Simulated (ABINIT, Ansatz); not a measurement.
Records of electronic-structure calculations.

### GaN (P6_3mc): G0W0 with ABINIT, start to end

Symmetry: P6_3mc, No. 186, hexagonal system. The conventional cell has a = 3.180 Å, b = 3.180 Å, c = 5.166 Å, α = 90.00°, β = 90.00°, γ = 120.00°. Nearest to Ga lie 4 N at 1.94 to 1.95 Å. Nearest to N lie 4 Ga at 1.94 to 1.95 Å. Farther neighbours, and contacts between anions beyond the nearest, are not listed.

* method: RPA screening on LDA, plane waves, norm-conserving pseudopotentials (and 2 further levels or steps)
* program: ABINIT 10.8.3
* settings: cutoff 36 Ha, PseudoDojo scalar-relativistic 0.4.1 standard, norm-conserving, ngkpt (3, 3, 2), nband 153, ecuteps 8 Ha, inclvkb 2, shiftk (0, 0, 0), symchi 1, awtr 1, frequency ppm, 3×3×2 k-mesh
* cost: 5 runs, 1.8 min in all on 4 MPI ranks of Arm Neoverse V2, shared host
* notes: The database entry behind the starting cell differs from other determinations of this structure. The program’s warnings: nkpt*nsppol () is not a multiple of nproc spkpt (). The cell and positions come from the Crystallography Open Database and are kept as given unless a step says otherwise. Limits: no spin-orbit coupling. The 3×3×2 mesh is coarse for this cell, which bears on the long-range parts of exchange and screening. The norm-conserving file of at least one element keeps a d shell over frozen s and p shells of the same row. Exchange with those shells is missing from the self-energy, an error of 0.3 to 0.9 eV in cases checked, whose sign depends on which edge lies on those atoms.
* LDA gap: 2.01 eV, direct
* G0W0 gap on the mesh: 2.56 eV
* GW settings: 3×3×2 mesh, 153 bands, screening to 217.7 eV, Godby-Needs plasmon pole
* known limits: short of the basis limit; exchange with frozen shells missing; no spin-orbit coupling; coarse k mesh

G0W0 moves the gap on the mesh from 2.01 eV to 2.56 eV (+0.56 eV), with Z of 0.79 and 0.82 at the edges. Local fields lower the RPA ε∞ on this mesh from 10.09 to 9.32; a Γ-centred mesh this coarse tends to raise both, most where the direct gap is narrow, while a short band sum lowers them.

[Paths, hosts, dates, memory and timing lines, banners, echoed tables and standing remarks are left out of the program output; an Ansatz launch command may be rebuilt from the run's recorded settings. Measured values are a selection of at most five: reports struck by readers or far from the other reports are left out. None is set beside runs whose start may be inverted or whose files or cutoffs have a known fault.]

[Runs of the session that timed out or met a known fault of the program may be left out.]

[Hosts, paths, dates, database ids (printed as entryN), source tags and the programs' standing remarks are cut or masked in the printed files.]

[G0W0 gaps are taken among the corrected bands and points alone; a level outside them can change the order at an edge.]

[Where Ansatz stands beside ABINIT at settings called matched, ABINIT's density can come from a denser mesh and the files from another edition; pairs whose starting gaps differed by over 0.03 eV were left out, so agreement reads better than it is.]
